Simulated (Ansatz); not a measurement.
# LuAlH6 (built on the sites of a database entry of LaAlH6): from the cell to its phonons, part 3 of 3

How does LuAlH6 (built on the sites of a database entry of LaAlH6) vibrate, and is this structure a minimum?

Ansatz 0.2.0; DFT LDA, scalar-relativistic, plane waves, PAW.

So far. Step 4 (Relaxing to small forces for the phonons): The largest force component left is 0.32 meV/Å and the pressure is -0.002 GPa, within the tolerances set. The cell now holds 7.57 Å³/atom. Step 5 (Linear response at the zone centre): Before it was imposed, the acoustic sum rule was missed by 2.1e-4 eV/Å² and the charge sum rule by 0.0032 e. Small misses are needed for a sound result but don't prove that mesh and cutoff are converged. The relaxed cell has a = 6.016, c = 5.794 Å (conventional setting).

The structure was built from a prototype and need not be the compound's stable phase.

**6. Response at finite wavevector**

Stability and thermal properties need the whole zone. Linear response on a 3×3×3 q mesh gives force constants as far as a supercell of that size would, and the tensors from the zone-centre run are typed in so that the long-range dipole term is interpolated apart.

Contents of input.yaml:

```yaml
crystal:
  lattice:
    - [3.0081363892, 1.7367499914, 1.931174719]
    - [-3.0081363892, 1.7367499914, 1.931174719]
    - [0.0, -3.4734950708, 1.9311791365]
  atoms:
    - { symbol: Lu, position: [0.5, 0.5, 0.5] }
    - { symbol: Al, position: [0.0, 0.0, 0.0] }
    - { symbol: H, position: [0.9403463438, 0.3154872957, 0.3154872957] }
    - { symbol: H, position: [0.3154872957, 0.9403463438, 0.3154872957] }
    - { symbol: H, position: [0.3154872957, 0.3154872957, 0.9403463438] }
    - { symbol: H, position: [0.0596536562, 0.6845127043, 0.6845127043] }
    - { symbol: H, position: [0.6845127043, 0.0596536562, 0.6845127043] }
    - { symbol: H, position: [0.6845127043, 0.6845127043, 0.0596536562] }
kpoints:
  mp_grid: { grid: [6, 6, 6] }
hamiltonian:
  xc: lda
scf:
  occupations: { method: fixed }
output:
  eigenvalues: true
phonons:
  method: dfpt
  qmesh: [3, 3, 3]
  temperatures: { t_max: 1000, t_step: 50 }
  qpath:
    path:
      - [[0.0, 0.0, 0.0], [0.5, 0.0, 0.0], [0.5, -0.5, 0.5], [0.37273856, -0.62726144, 0.37273856]]
      - [[0.37273856, 0.37273856, 0.37273856], [0.0, 0.0, 0.0], [0.5, -0.5, 0.0]]
    npoints: 10
  non_analytic_term:
    high_frequency_dielectric_tensor: [[8.5282, 0.0, 0.0], [0.0, 8.5282, 0.0], [0.0, 0.0, 8.2015]]
    born_effective_charges:
      - { species: Lu, tensor: [[4.3546, 0.0, 0.0], [0.0, 4.3546, 0.0], [0.0, 0.0, 3.8811]] }
      - { species: Al, tensor: [[2.2035, 0.0, 0.0], [0.0, 2.2035, 0.0], [0.0, 0.0, 2.7311]] }
      - { species: H, tensor: [[-1.3367, -0.4221, -0.1502], [-0.4221, -0.8493, -0.0867], [-0.1851, -0.1069, -1.102]] }
      - { species: H, tensor: [[-1.3367, 0.4221, 0.1502], [0.4221, -0.8493, -0.0867], [0.1851, -0.1069, -1.102]] }
      - { species: H, tensor: [[-0.6057, 0.0, 0.0], [0.0, -1.5804, 0.1735], [0.0, 0.2138, -1.102]] }
      - { species: H, tensor: [[-1.3367, -0.4221, -0.1502], [-0.4221, -0.8493, -0.0867], [-0.1851, -0.1069, -1.102]] }
      - { species: H, tensor: [[-1.3367, 0.4221, 0.1502], [0.4221, -0.8493, -0.0867], [0.1851, -0.1069, -1.102]] }
      - { species: H, tensor: [[-0.6057, 0.0, 0.0], [0.0, -1.5804, 0.1735], [0.0, 0.2138, -1.102]] }
    source: "zone-centre run at this cell"
```

On the command line:

```
> ansatz run input.yaml --threads 8 --pin off --max-ram 14336MiB --backend cpu --events-out ev --progress --plain --runs-dir out
```

Numbers of over 12 decimals in the logs are rounded to 6 here.

Output:

```text
Warning: phonons: the dynamical matrix that this run interpolates holds no multipole term above the dipole-dipole one, and a site of this crystal is no centre of inversion, so its interpolated transverse optical and acoustic branches and sound speeds can stay off near Gamma, and the density of states and the thermodynamics with them. What a run solves at a wave vector of phonons.qpoints, Gamma apart, where the deck admits one, is free of this, and under fd what a larger phonons.supercell samples
[...]
Crystal: 8 atoms, lattice volume = 60.535 Å³
Basis set: ecut = 420 eV, 1171 PW (Γ), exchange–correlation on 54×54×54 points (8 copies of the dense FFT grid, shifted against one another)
Bands: 25, of which v1, the nominal top of the filled ones, is band 17 counted from 1 (16 counted from 0)
Symmetry: 12 space group operations
k-points: 32 of 216
[...]
SCF iter   1: F=—  HF=-15101.852741 eV  |F-HF|=—  |Δ(HF+E_count)|=         —  Δρ=1.02e-2  dr2=4.36e-2  ethr=1.77e-3  ⟨swp⟩=5.0  Hψ=3577  notcnv=0  defer=151
[...]
SCF iter  10: F=-15101.835214 eV  HF=-15101.835214 eV  |F-HF|=5.46e-12  |Δ(HF+E_count)|=  4.91e-11  Δρ=8.22e-8  dr2=2.30e-12  ethr=1.00e-12  ⟨swp⟩=14.2  Hψ=7555  notcnv=0
SCF 1 converged in 10 iterations: F = -15101.835214 eV  dr2 = 2.30e-12
[...]
DFPT response loops at q = (0, 0, 0) (fractional): preconditioner auto → none (the input reference at scf.mixing.eps_inf says where Resta's filter doesn't serve); β = 0.50; Broyden in place of MSR1
[...]
SCF converged after 10 iterations
Free energy (F): -15101.835214 eV
[...]
Internal energy: -15101.835214 eV  (E = F + TS)
E sigma→0 (E₀):  -15101.835214 eV
Fermi energy:    8.123886 eV
[...]
--- Band table (eV; the first three rows and the last of 32) ---
  k-point 0: bands = [... 13 lower, 4.5828, 5.8889, 6.4546, 6.4546, 9.7605, 11.6065, 11.6065, 13.3369, ... 4 higher]
  k-point 1: bands = [... 13 lower, 4.4726, 5.7669, 6.4725, 6.8034, 10.4441, 11.4334, 12.1849, 13.7446, ... 4 higher]
  k-point 2: bands = [... 13 lower, 4.2923, 5.2710, 7.1999, 7.5940, 11.1145, 11.2232, 13.3249, 13.4307, ... 4 higher]
  k-point 31: bands = [... 13 lower, 4.0651, 4.1794, 4.5664, 4.5664, 11.3016, 11.4918, 13.1687, 13.1687, ... 4 higher]
--- Phonons (Γ-DFPT): 6 representative perturbations + reference (Σ response iterations 22) ---
  ASR residual: 1.558e-4 → 0.000e0 eV/Å²; symmetrization residual: 5.931e-6 eV/Å²
[...]
--- Phonons (arbitrary-q DFPT): 6 irreducible q on the 3×3×3 mesh ---
  q = [0.0000, 0.0000, 0.0000] (star 1, of the zone-centre solve; hermiticity 2.83e-7, symmetrization 1.42e-7): -298.14 -0.00 0.00 0.00 162.35 162.35 277.14 591.62 591.62 777.29 781.82 811.74 811.74 874.21 874.21 999.86 999.86 1132.62 1455.78 1455.78 1578.56 1597.02 1597.02 1725.92
  q = [0.0000, 0.0000, 0.3333] (star 6, 12 solved perturbations in 1782 linear systems a pass and spin channel, the states on 216 of 216 k-point pairs; hermiticity 1.95e-8, symmetrization 3.22e-12): 59.03 72.77 118.83 185.01 226.87 273.92 335.20 604.36 627.94 652.61 728.39 806.28 878.86 904.69 974.53 1033.97 1047.13 1101.77 1425.56 1501.24 1561.78 1609.57 1670.22 1708.02
  q = [0.0000, 0.3333, 0.3333] (star 6, 9 solved perturbations on 216 of 216 k-point pairs: no pair is spared here; hermiticity 2.43e-7, symmetrization 9.11e-8): 77.08 81.83 121.85 215.19 245.31 344.42 391.72 599.87 648.97 681.32 706.44 803.88 876.25 900.82 982.40 986.22 1024.02 1118.83 1452.70 1471.10 1574.21 1585.55 1666.71 1709.96
[...]
sum rule: each row above includes the acoustic sum rule's correction from the zone centre's row sums; it moved no ω² by more than (0.94 cm⁻¹)²
  mesh force constants: q→R imaginary residual 1.25e-16; ASR residual 1.558e-4 → 0.000e0 eV/Å²; symmetrization residual 6.217e-15 eV/Å²
  interpolated dispersion: 53 rows × 24 modes
  density of states and harmonic sums: on the 18×18×18 q-mesh, interpolated from the force constants of a 3×3×3 supercell (with the dipole–dipole term of supplied tensors)
  largest difference from the sums on the solved wave vectors: F 2.50e-2 eV, S 3.26e-5 and C_V 9.44e-6 eV/K
  zero-point energy: 1.252853 eV/cell   skipped modes (ω ≤ 0): 49, of them read as no rigid motion or as one in doubt: 46 (6.396e-2 modes/cell left out, lowest -298.14 cm⁻¹)   left out of the sums: 2.69e-3 of the cell's modes: C_V's classical limit lies that fraction below 3 k_B per atom; for a crystal, a wire or a layer, F and S can be off by more, and a phonons.interpolated_qmesh denser along its periods is the remedy for the sampling
```

Run time: 90 s. Hardware: 8 threads of Intel Xeon 6975P-C (Granite Rapids), shared host; peak memory 1.1 GiB.

This step gave:

```yaml
sum_rule_residual_before_enforcement: 1.56e-4 eV/Å²
lowest_frequency_on_the_path: -298.1 cm⁻¹
highest_frequency_on_the_path_or_at_a_solved_wavevector: 1726 cm⁻¹
lowest_mode_on_the_q_mesh_acoustic_modes_at_gamma_apart: -298.1 cm⁻¹
```

Frequencies (cm⁻¹) solved at each irreducible wavevector; negative means imaginary. Frequencies by wavevector, by row:

| q in reciprocal lattice units | star | mode 1 | mode 2 | mode 3 | mode 4 | mode 22 | mode 23 | mode 24 |
| --- | --- | --- | --- | --- | --- | --- | --- | --- |
| 0 0 0 | 1 | -298.1 | 0 | 0 | 0 | 1597 | 1597 | 1726 |
| 0 0 0.3333 | 6 | 59 | 72.8 | 118.8 | 185 | 1610 | 1670 | 1708 |
| 0 0.3333 0.3333 | 6 | 77.1 | 81.8 | 121.8 | 215.2 | 1586 | 1667 | 1710 |
| 0 0.3333 -0.3333 | 6 | 73 | 74.8 | 96.3 | 175.4 | 1612 | 1657 | 1711 |
| 0.3333 0.3333 0.3333 | 2 | 91.1 | 96.5 | 96.5 | 231.4 | 1589 | 1676 | 1697 |
| 0.3333 0.3333 -0.3333 | 6 | 94.2 | 97.8 | 118.7 | 221.9 | 1595 | 1639 | 1718 |

Interpolated from a 3×3×3 q mesh, with the LO-TO term (at Γ the limit along the path; where Γ stands inside the path, tables give the limit on arrival). Phonon branches along the path, in cm⁻¹:

| point | branch 1 | branch 2 | branch 3 | branch 4 | branch 21 | branch 22 | branch 23 | branch 24 |
| --- | --- | --- | --- | --- | --- | --- | --- | --- |
| Γ | -298 | 0 | 0 | 0 | 1597 | 1597 | 1598 | 1726 |
| halfway | 19 | 63 | 81 | 99 | 1556 | 1606 | 1657 | 1715 |
| L | 65 | 80 | 134 | 210 | 1568 | 1613 | 1687 | 1696 |
| halfway | 90 | 92 | 129 | 218 | 1568 | 1595 | 1643 | 1717 |
| T | 113 | 113 | 130 | 238 | 1548 | 1548 | 1649 | 1721 |
| halfway | 110 | 110 | 117 | 233 | 1562 | 1562 | 1655 | 1716 |
| P0 | 95 | 102 | 102 | 229 | 1580 | 1580 | 1670 | 1703 |
| jump to P2 | 95 | 102 | 102 | 229 | 1580 | 1580 | 1670 | 1703 |
| halfway | 67 | 67 | 107 | 127 | 1609 | 1609 | 1648 | 1711 |
| Γ | -298 | 0 | 0 | 0 | 1597 | 1597 | 1597 | 1726 |
| halfway | 54 | 69 | 93 | 167 | 1574 | 1624 | 1655 | 1714 |
| F | 76 | 93 | 94 | 182 | 1573 | 1585 | 1652 | 1710 |

The phonon density of states has structure finer than the step of the table below, so its rows give means over 50 cm⁻¹, whole bins alone (the curve runs from -310 to 1730 cm⁻¹). Peaks (cm⁻¹: height): 90.0: 0.0555, 330.0: 0.0326, 890.0: 0.0340, 990.0: 0.0357, 1450.0: 0.0301, 1590.0: 0.0403, 1710.0: 0.0460.

Tetrahedra on a 18×18×18 mesh, mean over bins of 20 cm-1. Interpolated from a 3×3×3 q mesh. Table of phonon density of states by wavenumber; means over each step:

wavenumber (cm⁻¹), phonon density of states (1/cm⁻¹/cell) and a bar:
```
     -250     0.0002 
     -200     0.0003 
     -150     0.0003 
     -100     0.0002 
      -50     0.0003 
        0     0.0007 #
       50     0.0172 ##############
      100     0.0372 ##############################
      150     0.0080 ######
      200     0.0200 ################
      250     0.0187 ###############
      300     0.0082 #######
      350     0.0154 ############
      400     0.0040 ###
      450     0.0044 ####
      500     0.0045 ####
      550     0.0106 #########
      600     0.0202 ################
      650     0.0161 #############
      700     0.0146 ############
      750     0.0126 ##########
      800     0.0142 ###########
      850     0.0219 ##################
      900     0.0297 ########################
      950     0.0233 ###################
     1000     0.0287 #######################
     1050     0.0105 ########
     1100     0.0125 ##########
     1150     0.0054 ####
     1200     0.0000 
     1250     0.0000 
     1300     0.0000 
     1350     0.0000 
     1400     0.0023 ##
     1450     0.0237 ###################
     1500     0.0135 ###########
     1550     0.0132 ###########
     1600     0.0266 #####################
     1650     0.0167 #############
     1700     0.0210 #################
```

The partial phonon density of states has structure finer than the step of the table below, so its rows give means over 100 cm⁻¹, whole bins alone (the curve runs from -308 to 1788 cm⁻¹). Peaks (cm⁻¹: height): Al 232.3: 0.0245, 337.7: 0.0178; H 601.4: 0.0209, 891.4: 0.0322, 983.6: 0.0315, 1471.3: 0.0270, 1590.0: 0.0343, 1655.9: 0.0197, 1708.6: 0.0253; Lu 87.3: 0.0447.

Phonopy on the run's constants, 15x15x15 mesh, Gaussian sigma 15.0 cm-1. Interpolated from a 3×3×3 q mesh. The partial phonon density of states by wavenumber; means over each step; values in 1/cm⁻¹/cell:

| wavenumber (cm⁻¹) | Al | H | Lu |
| --- | --- | --- | --- |
| -200 | 7.3e-6 | 2.6e-4 | 0 |
| -100 | 1.6e-5 | 2.2e-4 | 4.0e-6 |
| 0 | 1.4e-4 | 6.4e-5 | 0.00209 |
| 100 | 0.00116 | 4.7e-4 | 0.0263 |
| 200 | 0.0151 | 0.00157 | 8.6e-4 |
| 300 | 0.00955 | 0.00238 | 5.5e-4 |
| 400 | 0.00180 | 0.00372 | 8.8e-5 |
| 500 | 5.9e-5 | 0.00530 | 1.0e-5 |
| 600 | 3.9e-4 | 0.0174 | 2.0e-5 |
| 700 | 1.8e-4 | 0.0142 | 1.0e-5 |
| 800 | 2.8e-4 | 0.0149 | 8.7e-6 |
| 900 | 3.0e-4 | 0.0258 | 1.0e-5 |
| 1000 | 2.0e-4 | 0.0239 | 4.0e-6 |
| 1100 | 1.7e-4 | 0.00995 | 0 |
| 1200 | 1.1e-5 | 5.6e-4 | 0 |
| 1300 | 0 | 0 | 0 |
| 1400 | 3.7e-5 | 0.00630 | 0 |
| 1500 | 1.9e-4 | 0.0146 | 0 |
| 1600 | 3.3e-4 | 0.0217 | 0 |
| 1700 | 1.4e-4 | 0.0166 | 0 |

Symmetry leaves 6 wavevectors to solve. The lowest mode among them, the acoustic zeros apart, lies at Γ and is imaginary, 298.1i cm⁻¹, so the energy falls along it.

**7. Isotope substitution**

An isotope changes the mass and not the force constants, so no new electronic calculation is needed; the shifts show which modes move this element.

The same force constants with the mass of H changed from 1.008 to 2.014 u (phonopy, no LO-TO term). Both lists are sorted by frequency; levels can cross, so a row need not hold one and the same mode. Modes under 3 cm⁻¹ are left out. Isotope shifts, by row, the first 40 of 60 rows:

| q | rank | natural mass (cm⁻¹) | changed mass (cm⁻¹) |
| --- | --- | --- | --- |
| 0 0 0 | 1 | -298.1 | -210.9 |
| 0 0 0 | 5 | 162.3 | 155.2 |
| 0 0 0 | 6 | 162.3 | 155.2 |
| 0 0 0 | 7 | 277.1 | 255.1 |
| 0 0 0 | 8 | 591.6 | 437.8 |
| 0 0 0 | 9 | 591.6 | 437.8 |
| 0 0 0 | 10 | 777.3 | 549.9 |
| 0 0 0 | 11 | 781.8 | 574.3 |
| 0 0 0 | 12 | 811.7 | 574.3 |
| 0 0 0 | 13 | 811.7 | 602.9 |
| 0 0 0 | 14 | 874.2 | 618.5 |
| 0 0 0 | 15 | 874.2 | 618.5 |
| 0 0 0 | 16 | 999.9 | 707.3 |
| 0 0 0 | 17 | 999.9 | 707.3 |
| 0 0 0 | 18 | 1133 | 801.3 |
| 0 0 0 | 19 | 1456 | 1044 |
| 0 0 0 | 20 | 1456 | 1044 |
| 0 0 0 | 21 | 1579 | 1129 |
| 0 0 0 | 22 | 1597 | 1130 |
| 0 0 0 | 23 | 1597 | 1130 |
| 0 0 0 | 24 | 1726 | 1221 |
| 0 0 0.3333 | 1 | 59.03 | 58.49 |
| 0 0 0.3333 | 2 | 72.77 | 72.57 |
| 0 0 0.3333 | 3 | 118.8 | 118.3 |
| 0 0 0.3333 | 4 | 185 | 161.8 |
| 0 0 0.3333 | 5 | 226.9 | 214.4 |
| 0 0 0.3333 | 6 | 273.9 | 221 |
| 0 0 0.3333 | 7 | 335.2 | 319.7 |
| 0 0 0.3333 | 8 | 604.4 | 439.3 |
| 0 0 0.3333 | 9 | 627.9 | 451.3 |
| 0 0 0.3333 | 10 | 652.6 | 461.9 |
| 0 0 0.3333 | 11 | 728.4 | 516.6 |
| 0 0 0.3333 | 12 | 806.3 | 574.7 |
| 0 0 0.3333 | 13 | 878.9 | 622.9 |
| 0 0 0.3333 | 14 | 904.7 | 640.1 |
| 0 0 0.3333 | 15 | 974.5 | 694.6 |
| 0 0 0.3333 | 16 | 1034 | 731.5 |
| 0 0 0.3333 | 17 | 1047 | 742.5 |
| 0 0 0.3333 | 18 | 1102 | 794.9 |
| 0 0 0.3333 | 19 | 1426 | 1011 |

A mode of this element alone would shift by -29.26 %. The highest zone-centre frequency without the field goes from 1725.9 to 1221.0 cm⁻¹ (-29.3 %).

**8. Summary of results**

```
space group after relaxation (within 0.01 Å)            : R-3m
volume per atom                                         : 7.57 Å³
gap on the k-mesh                                       : 1.64 eV
highest optical mode at the zone centre (no LO-TO term) : 1726 cm⁻¹
top of the zone-centre spectrum with the field          : 1726 cm⁻¹
lowest optical zone-centre mode                         : -298 cm⁻¹
mean high-frequency dielectric constant                 : 8.42
largest Born charge (third of the trace)                : 4.20 e
lowest mode on the q mesh (acoustic modes at Γ apart)   : -298 cm⁻¹
highest frequency on the path or at a solved wavevector : 1726 cm⁻¹
imaginary modes on the 3×3×3 q mesh                     : yes
```

**Reading.** Modes are clearly imaginary (beyond 10i cm⁻¹) at 1 of the 6 irreducible wavevectors, most at Γ (298.1i cm⁻¹), so this structure is not a minimum of the energy. Without the field, the optical modes at Γ span -298 to 1726 cm⁻¹ (negative means imaginary). The highest mode in this list at Γ, 1725.9 cm⁻¹, is mostly motion of H (100 % of the kinetic energy). The macroscopic field leaves the top of the zone-centre spectrum where it is. Among the real modes, the strongest infrared line is at 592 cm⁻¹. Averaged over orientations, the strongest Raman line at 532 nm and 300 K is at 1726 cm⁻¹. The tensors are the static, non-resonant ones, while 532 nm light (2.33 eV) lies above the computed gap. With the field response the log warns that the k mesh is coarse for the force constants too, so the frequencies may not be converged. The program warns that the interpolation holds no quadrupole term, so branches close to Γ can be off in this crystal. Spin-orbit coupling is left out, which can matter for the heavy elements here. The starting cell was built on a prototype and not taken from a measurement, so the phase need not exist. These are harmonic frequencies at zero temperature: anharmonic shifts, linewidths and thermal expansion are left out.

[Logs are printed without paths, hosts, clocks, repeated set-up lines and the standing remarks that a program may print on its own settings, such as how far it seeks lower states.]

[Hosts, paths, dates, database ids (printed as entryN), source tags and the programs' standing remarks are cut or masked in the printed files.]
